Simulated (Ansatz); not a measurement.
# Amorphous polycarbonate of ethylene (as short chains C26O24H38): a series in density

How do energy, pressure, forces, levels, charges and cost follow the density?

Computed with Ansatz 0.2.0: Kohn-Sham DFT, PBE+D3(BJ), PAW (set soft_2). Every run is a single point, with the atoms held where the recipe put them (cutoff of the plane-wave runs 420 eV, fixed occupations).

First member: 2 polycarbonate of ethylene chains of 8 units with methyl end groups placed at random, at 1.22 g/cm³; overlaps pushed apart, then 20 ps at 800 K with MMFF94 bonds, angles, torsions, charges and radii (Halgren, J. Comput. Chem. 17, 490 (1996)) in harmonic and 12-6 forms. Snapshot after 30 ps at 300 K and fixed volume.

Last member: 2 polycarbonate of ethylene chains of 8 units with methyl end groups placed at random, at 1.62 g/cm³; overlaps pushed apart, then 20 ps at 800 K with MMFF94 bonds, angles, torsions, charges and radii (Halgren, J. Comput. Chem. 17, 490 (1996)) in harmonic and 12-6 forms. Snapshot after 30 ps at 300 K and fixed volume.

The members:

```csv
density (g/cm³),reduced formula,atoms,valence electrons,k-mesh,basis,density (g/cm³)
1.215,H19C13O12,176,572,1×1×1,plane waves,1.22
1.282,H19C13O12,176,572,1×1×1,plane waves,1.28
1.35,H19C13O12,176,572,1×1×1,plane waves,1.35
1.431,H19C13O12,176,572,1×1×1,plane waves,1.43
1.512,H19C13O12,176,572,1×1×1,plane waves,1.51
1.62,H19C13O12,176,572,1×1×1,plane waves,1.62
```

Each cell is one sample from a classical run, so sample-to-sample scatter enters every column; pressures lack the kinetic term, and hold the strain of bonds inside molecules, whose lengths the classical model set.

The input of the first member, without its atom lines; other members have their own cell and atoms, and may differ in mesh, basis and outputs:

```yaml
crystal:
  lattice:
    - [12.6157, 0.0, 0.0]
    - [0.0, 12.6157, 0.0]
    - [0.0, 0.0, 12.6157]
  atoms:
    [... 176 lines ...]
kpoints:
  mp_grid: { grid: [1, 1, 1] }
hamiltonian:
  xc: pbe
  dispersion: d3bj
scf:
  occupations: { method: fixed }
output:
  forces: true
  stress: true
  populations: true
  dos:
    method: { smearing: { sigma: 0.08 } }
    de: 0.1
    projected: { site_lists: { C: [C], H: [H], O: [O] } }
  eigenvalues: true
  write_density: true
  write_potential: true
  volumetric_format: npy
```

Results; charges are mean Löwdin charges in e:

```csv
density (g/cm³),energy less the first member's (meV/atom),pressure (GPa),r.m.s. force (eV/Å),gap (eV),q(H),q(C),q(O)
1.215,0.0,0.507,0.843,5.18,+0.20,+0.14,-0.32
1.282,2.2,1.49,0.937,5.12,+0.20,+0.14,-0.32
1.35,1.5,0.507,0.927,5.12,+0.20,+0.14,-0.32
1.431,-0.8,1.47,0.931,5.04,+0.20,+0.14,-0.32
1.512,4.3,3.59,1.00,5.40,+0.20,+0.14,-0.32
1.62,12.8,3.16,0.958,5.09,+0.19,+0.14,-0.32
```

The gap is that between the highest filled and lowest empty Kohn-Sham level on the run's k-points, and semilocal functionals tend to put gaps under measured ones. Atoms aren't relaxed at this level, so pressure against density here is no equation of state. The projection misses up to 0.042 e an atom, so the charges add up to more than the cell's charge. Löwdin charges hang on the projection basis and can even invert the polarity of covalent bonds.

Cost on 8 threads of Arm Neoverse V1, shared host:

```csv
density (g/cm³),atoms,basis,k-mesh,SCF cycles,time,host memory (GiB)
1.215,176,plane waves,1×1×1,10,24 s,2.8
1.282,176,plane waves,1×1×1,10,23 s,2.7
1.35,176,plane waves,1×1×1,10,22 s,2.6
1.431,176,plane waves,1×1×1,10,21 s,2.4
1.512,176,plane waves,1×1×1,10,19 s,2.3
1.62,176,plane waves,1×1×1,10,18 s,2.2
```

Times include the outputs that each run asked for, on hosts shared with other jobs.

What the series shows: The energy against the first member is lowest at 1.43 g/cm³ (-0.8 meV/atom) and highest at 1.62 g/cm³ (12.8 meV/atom); each member is a single configuration. The gap is lowest at 1.43 g/cm³ (5.04 eV) and highest at 1.51 g/cm³ (5.4 eV), with no steady trend; in single samples it varies with the configuration. The pressure lies between 0.51 and 3.6 GPa, rising overall but not at every step.

**Limits.** The network of contacts between molecules at the start is that of the classical potential that made the cell, and needn't be the one that DFT or experiment would give. The cells aren't relaxed by DFT, which could reorder their energies.

[Logs are printed without paths, hosts, clocks, repeated set-up lines and the standing remarks that a program may print on its own settings, such as how far it seeks lower states.]

[Hosts, paths, dates, database ids (printed as entryN), source tags and the programs' standing remarks are cut or masked in the printed files.]

[The MMFF94 radii named for the starting cell were scaled by 0.96; in molecules described by MMFF94, hydrogen bound to N, O or S took a small fixed 12-6 site in their place.]
